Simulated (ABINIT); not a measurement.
**Quasiparticle gap of WSe2 (P6_3/mmc) in ABINIT**

Wanted: ground state, empty states, screening and self-energy for WSe2 (P6_3/mmc).

Program: ABINIT 10.8.3. Level of theory: PBE and many-body steps on it, plane waves. Values are calculated unless marked as measured.

The database entry behind the starting cell differs from other determinations of this structure, so it need not match the best structure at room temperature.

## Step 1: Set-up

The structure is hexagonal, space group P6_3/mmc (No. 194). The conventional cell has a = 3.290 Å, b = 3.290 Å, c = 12.970 Å, α = 90.00°, β = 90.00°, γ = 120.00°. W has 6 Se at 2.53 Å nearest. Nearest to Se lie 3 W at 2.53 Å. Farther neighbours, and contacts between anions beyond the nearest, are not listed.

The cell and positions come from the Crystallography Open Database and are kept as given unless a step says otherwise.

## Step 2: Ground state

This step: ABINIT 10.8.3; DFT, PBE with spin-orbit coupling, plane waves, norm-conserving pseudopotentials.

The ground-state density comes first.

File run.abi:

```
acell 3*1.0 Angstrom
rprim 
  3.290000000028 -0.000000000007 0.000000000000
  -1.645000000008 2.849223578479 0.000000000000
  0.000000000000 0.000000000000 12.970000000000
ntypat 2
znucl 74 34
natom 6
typat 1 1 2 2 2 2
xred 
  0.333333333333 0.666666666667 0.250000000000
  0.666666666667 0.333333333333 0.750000000000
  0.333333333333 0.666666666667 0.621000000000
  0.666666666667 0.333333333333 0.121000000000
  0.333333333333 0.666666666667 0.879000000000
  0.666666666667 0.333333333333 0.379000000000
pp_dirpath "pseudos"
pseudos "W.upf, Se.upf"
ecut 58
nspinor 2
ngkpt 6 6 2
nshiftk 1
shiftk 0 0 0
kptopt 1
chksymbreak 0
nband 138
occopt 1
tolvrs 1e-08
nstep 60
prtwf 0
optforces 0
optstress 0
indata_prefix "in"
outdata_prefix "out"
tmpdata_prefix "tmp"
```

Run with:

```
$ OMP_NUM_THREADS=1 mpirun -n 14 abinit run.abi > log
```

Output:

```text
.Version 10.8.3 of ABINIT. v10.8.2 released Aug 2026.

 Symmetries : space group P6_3/m m c (#194); Bravais hP (primitive hexag.)
================================================================================
 Values of the parameters that define the memory need of the present run
     intxc =       0    ionmov =       0      iscf =       7    lmnmax =      25
     lnmax =      25     mgfft =     180  mpssoang =       7    mqgrid =    8403
     natom =       6  nloc_mem =       1    nspden =       1   nspinor =       2
    nsppol =       1      nsym =      24    n1xccc =    2501    ntypat =       2
    occopt =       1   xclevel =       2
-    mband =         138        mffmem =           1         mkmem =           1
       mpw =       17365          nfft =      364500          nkpt =          14
================================================================================
  Rough estimation (10% accuracy) of disk space for files :
================================================================================

--------------------------------------------------------------------------------
------------- Echo of variables that govern the present computation ------------
--------------------------------------------------------------------------------
 -outvars: echo values of preprocessed input variables --------
            acell      1.8897261259E+00  1.8897261259E+00  1.8897261259E+00 Bohr

      chksymbreak           0
             ecut      5.80000000E+01 Hartree
-          fftalg         312

              ixc     -101130
              kpt      0.00000000E+00  0.00000000E+00  0.00000000E+00
                       1.66666667E-01  0.00000000E+00  0.00000000E+00
                       3.33333333E-01  0.00000000E+00  0.00000000E+00
                       5.00000000E-01  0.00000000E+00  0.00000000E+00
                       1.66666667E-01  1.66666667E-01  0.00000000E+00
                       3.33333333E-01  1.66666667E-01  0.00000000E+00
                       3.33333333E-01  3.33333333E-01  0.00000000E+00
                       0.00000000E+00  0.00000000E+00  5.00000000E-01
                       1.66666667E-01  0.00000000E+00  5.00000000E-01
                       3.33333333E-01  0.00000000E+00  5.00000000E-01
                       5.00000000E-01  0.00000000E+00  5.00000000E-01
[...]
kptrlatt        6    0    0      0    6    0      0    0    2
          kptrlen      3.73031937E+01
P           mkmem           1
            natom           6
            nband         138
            ngfft          45      45     180
             nkpt          14
          nspinor           2
            nstep          60
             nsym          24
           ntypat           2
              occ      1.000000  1.000000  1.000000  1.000000  1.000000  1.000000
                       1.000000  1.000000  1.000000  1.000000  1.000000  1.000000
                       1.000000  1.000000  1.000000  1.000000  1.000000  1.000000
                       1.000000  1.000000  1.000000  1.000000  1.000000  1.000000
                       1.000000  1.000000  1.000000  1.000000  1.000000  1.000000
                       1.000000  1.000000  1.000000  1.000000  1.000000  1.000000
                       1.000000  1.000000  1.000000  1.000000  1.000000  1.000000
                       1.000000  1.000000  1.000000  1.000000  1.000000  1.000000
                       1.000000  1.000000  1.000000  1.000000  1.000000  1.000000
   [... 12 further rows ...]
                       0.000000  0.000000  0.000000  0.000000  0.000000  0.000000
                       0.000000  0.000000  0.000000  0.000000  0.000000  0.000000
        optforces           0
        optstress           0
            prtwf           0
            rprim      3.2900000000E+00 -7.0000000000E-12  0.0000000000E+00
[...]
spgroup         194

           tolvrs      1.00000000E-08

             xred      3.3333333333E-01  6.6666666667E-01  2.5000000000E-01
[...]
znucl       74.00000   34.00000

================================================================================

 chkinp: Checking input parameters for consistency.

================================================================================
== DATASET  1 ==================================================================
-   mpi_nproc: 14, omp_nthreads: 1 (-1 if OMP is not activated)

--- !DatasetInfo
iteration_state: {dtset: 1, }
dimensions: {natom: 6, nkpt: 14, mband: 138, nsppol: 1, nspinor: 2, nspden: 1, mpw: 17365, }
cutoff_energies: {ecut:  58.0, pawecutdg:  -1.0, }
electrons: {nelect:   1.24000000E+02, charge:   0.00000000E+00, occopt:   1.00000000E+00, tsmear:   1.00000000E-02, }

 Real(R)+Recip(G) space primitive vectors, cartesian coordinates (Bohr,Bohr^-1):
 R(1)=  6.2171990  0.0000000  0.0000000  G(1)=  0.1608441  0.0928634  0.0000000
 R(2)= -3.1085995  5.3842522  0.0000000  G(2)=  0.0000000  0.1857268  0.0000000
 R(3)=  0.0000000  0.0000000 24.5097479  G(3)=  0.0000000  0.0000000  0.0408001
 Unit cell volume ucvol=  8.2046301E+02 bohr^3
 Angles (23,13,12)=  9.00000000E+01  9.00000000E+01  1.20000000E+02 degrees

 getcut: wavevector=  0.0000  0.0000  0.0000  ngfft=  45  45 180
         ecut(hartree)=     58.000   => boxcut(ratio)=   2.06433

[...]
1.54962463E+04                                ecore*ucvol(ha*bohr**3)
--------------------------------------------------------------------------------

_setup2: Arith. and geom. avg. npw (full set) are   17307.181   17307.168

================================================================================

--- !BeginCycle
iteration_state: {dtset: 1, }
solver: {iscf: 7, nstep: 60, nline: 4, wfoptalg: 0, }
tolerances: {tolvrs: 1.00E-08, }

     iter   Etot(hartree)      deltaE(h)  residm     vres2
 ETOT  1  -1495.1650076548    -1.495E+03 2.815E+00 9.392E+02
 ETOT  2  -1504.7702651626    -9.605E+00 4.894E-01 2.313E+03
 ETOT  3  -1504.9545009956    -1.842E-01 1.030E-01 6.094E+02
 ETOT  4  -1504.9663452958    -1.184E-02 8.557E-02 3.068E+02
 ETOT  5  -1504.9844894142    -1.814E-02 1.694E-02 1.080E+01
 ETOT  6  -1504.9850602435    -5.708E-04 1.928E-02 2.706E+00
 ETOT  7  -1504.9851264165    -6.617E-05 5.922E-03 1.757E-01
 ETOT  8  -1504.9851359008    -9.484E-06 5.607E-03 3.750E-03
 ETOT  9  -1504.9851360407    -1.399E-07 2.995E-03 1.201E-04
 ETOT 10  -1504.9851360556    -1.490E-08 4.307E-03 1.491E-06
 ETOT 11  -1504.9851360563    -7.039E-10 3.685E-03 2.097E-07
 ETOT 12  -1504.9851360564    -7.617E-11 5.795E-03 1.609E-08
 ETOT 13  -1504.9851360563     9.641E-11 5.138E-03 1.662E-10

 At SCF step   13       vres2   =  1.66E-10 < tolvrs=  1.00E-08 =>converged.

--- !ResultsGS
iteration_state: {dtset: 1, }
comment   : Summary of ground state results
lattice_vectors:
- [  6.2171990,  -0.0000000,   0.0000000, ]
- [ -3.1085995,   5.3842522,   0.0000000, ]
- [  0.0000000,   0.0000000,  24.5097479, ]
lattice_lengths: [   6.21720,    6.21720,   24.50975, ]
lattice_angles: [ 90.000,  90.000, 120.000, ] # degrees, (23, 13, 12)
lattice_volume:   8.2046301E+02
convergence: {deltae:  9.641E-11, res2:  1.662E-10, residm:  5.138E-03, diffor:  0.000E+00, }
etotal    :  -1.50498514E+03
entropy   :   0.00000000E+00
fermie    :   3.63734360E-01
cartesian_stress_tensor: null
pressure_GPa: null
xred      :
- [  3.3333E-01,   6.6667E-01,   2.5000E-01,  W]
- [  6.6667E-01,   3.3333E-01,   7.5000E-01,  W]
- [  3.3333E-01,   6.6667E-01,   6.2100E-01, Se]
- [  6.6667E-01,   3.3333E-01,   1.2100E-01, Se]
- [  3.3333E-01,   6.6667E-01,   8.7900E-01, Se]
- [  6.6667E-01,   3.3333E-01,   3.7900E-01, Se]
cartesian_forces: null
force_length_stats: {min: null, max: null, mean: null, }

 Integrated electronic density in atomic spheres:
 ------------------------------------------------
 Atom  Sphere_radius  Integrated_density
[...]
================================================================================

 ----iterations are completed or convergence reached----

 Mean square residual over all n,k,spin=   93.758E-07; max=  51.385E-04
 reduced coordinates (array xred) for    6 atoms
[...]
0.666667      0.333333      0.750000
       0.333333      0.666667      0.621000
       0.666667      0.333333      0.121000
       0.333333      0.666667      0.879000
       0.666667      0.333333      0.379000
 rms dE/dt=  0.0000E+00; max dE/dt=  0.0000E+00; dE/dt below (all hartree)
    1       0.000000      0.000000      0.000000
    2       0.000000      0.000000      0.000000
    3       0.000000      0.000000      0.000000
    4       0.000000      0.000000      0.000000
    5       0.000000      0.000000      0.000000
    6       0.000000      0.000000      0.000000

 cartesian coordinates (angstrom) at end:
    1      4e-12     1.899482     3.242500
    2      1.645000     0.949741     9.727500
    3      4e-12     1.899482     8.054370
    4      1.645000     0.949741     1.569370
    5      4e-12     1.899482    11.400630
    6      1.645000     0.949741     4.915630
 length scales=  1.889726  1.889726  1.889726 bohr
              =  1.000000  1.000000  1.000000 angstroms
 prteigrs : about to open file out_EIG
 Fermi (or HOMO) energy (hartree) =   0.36373   Average Vxc (hartree)=  -0.41987
 Eigenvalues (hartree) for nkpt=  14  k points:
 kpt#   1, nband=138, wtk=  0.01389, kpt=  0.0000  0.0000  0.0000 (reduced coord)
  -7.28696   -7.28696   -7.28696   -7.28696   -7.28696   -7.28696   -7.28696   -7.28696
  -5.20983   -5.20983   -5.20983   -5.20983   -5.20983   -5.20983   -5.20983   -5.20983
  -4.99454   -4.99454   -4.99454   -4.99454   -4.99454   -4.99454   -4.99454   -4.99454
  -4.99360   -4.99360   -4.99360   -4.99360   -4.99360   -4.99360   -4.99360   -4.99360
  -2.36215   -2.36215   -2.36215   -2.36215   -1.41738   -1.41738   -1.41738   -1.41738
  -1.41737   -1.41737   -1.41737   -1.41737   -1.41627   -1.41627   -1.41626   -1.41626
  -1.41626   -1.41626   -1.41625   -1.41625   -1.38484   -1.38484   -1.38483   -1.38483
  -1.38477   -1.38477   -1.38477   -1.38477   -1.38386   -1.38386   -1.38385   -1.38385
  -1.38382   -1.38382   -1.38381   -1.38381   -1.38333   -1.38333   -1.38332   -1.38332
  -1.38332   -1.38332   -1.38331   -1.38331   -1.31086   -1.31086   -1.31085   -1.31085
  -0.95361   -0.95361   -0.95361   -0.95361   -0.94901   -0.94901   -0.94901   -0.94901
  -0.20015   -0.20015   -0.19092   -0.19092   -0.15682   -0.15682   -0.14138   -0.14138
   0.09902    0.09902    0.13963    0.13963    0.22693    0.22693    0.25866    0.25866
   0.25918    0.25918    0.26684    0.26684    0.26753    0.26753    0.29500    0.29500
   0.29894    0.29894    0.31098    0.31098    0.31307    0.31307    0.32176    0.32176
   0.32497    0.32497    0.36373    0.36373    0.45227    0.45231    0.45425    0.45443
   0.46001    0.46016    0.46127    0.46217    0.46459    0.46581    0.46898    0.46912
   0.46958    0.47093
 prteigrs : prtvol=0 or 1, do not print more k-points.

--- !EnergyTerms
iteration_state     : {dtset: 1, }
comment             : Components of total free energy in Hartree
kinetic             :  6.258729E+02
hartree             :  5.720635E+02
xc                  : -1.487087E+02
Ewald energy        : -7.084660E+02
psp_core            :  1.888720E+01
local_psp           : -1.543373E+03
non_local_psp       : -3.212615E+02
total_energy        : -1.504985E+03
total_energy_eV     : -4.095273E+04
band_energy         : -2.525483E+02

== END DATASET(S) ==============================================================
================================================================================

 -outvars: echo values of variables after computation  --------
           etotal     -1.5049851361E+03
            nband         138
             nkpt          14
          spgroup         194
 [... the other variables as echoed above ...]

 Calculation completed.
```

It took 10 min on 14 MPI ranks of Arm Neoverse V2, shared host; peak memory 3.5 GiB; 2.4 h of CPU time.

This step gave:

```
total energy               : -40952.7318 eV
gap                        : 0.9086 eV
k of the valence top       : 0, 0, 0
k of the conduction bottom : 0.1667, 0.1667, 0
least direct gap           : 1.312 eV
```

The gap is indirect, with the least direct gap 0.40 eV higher.

(Part 1 of 3 ends here.)

[Long decimals in the printed logs are rounded to 6 places.]

[Logs are printed without paths, hosts, clocks, repeated set-up lines and the standing remarks that a program may print on its own settings, such as how far it seeks lower states.]

[Paths, hosts, dates, memory and timing lines, banners, echoed tables and standing remarks are left out of the program output; an Ansatz launch command may be rebuilt from the run's recorded settings. Measured values are a selection of at most five: reports struck by readers or far from the other reports are left out. None is set beside runs whose start may be inverted or whose files or cutoffs have a known fault.]

[Runs of the session that timed out or met a known fault of the program may be left out.]

[Hosts, paths, dates, database ids (printed as entryN), source tags and the programs' standing remarks are cut or masked in the printed files.]

[G0W0 gaps are taken among the corrected bands and points alone; a level outside them can change the order at an edge.]

[Where Ansatz stands beside ABINIT at settings called matched, ABINIT's density can come from a denser mesh and the files from another edition; pairs whose starting gaps differed by over 0.03 eV were left out, so agreement reads better than it is.]
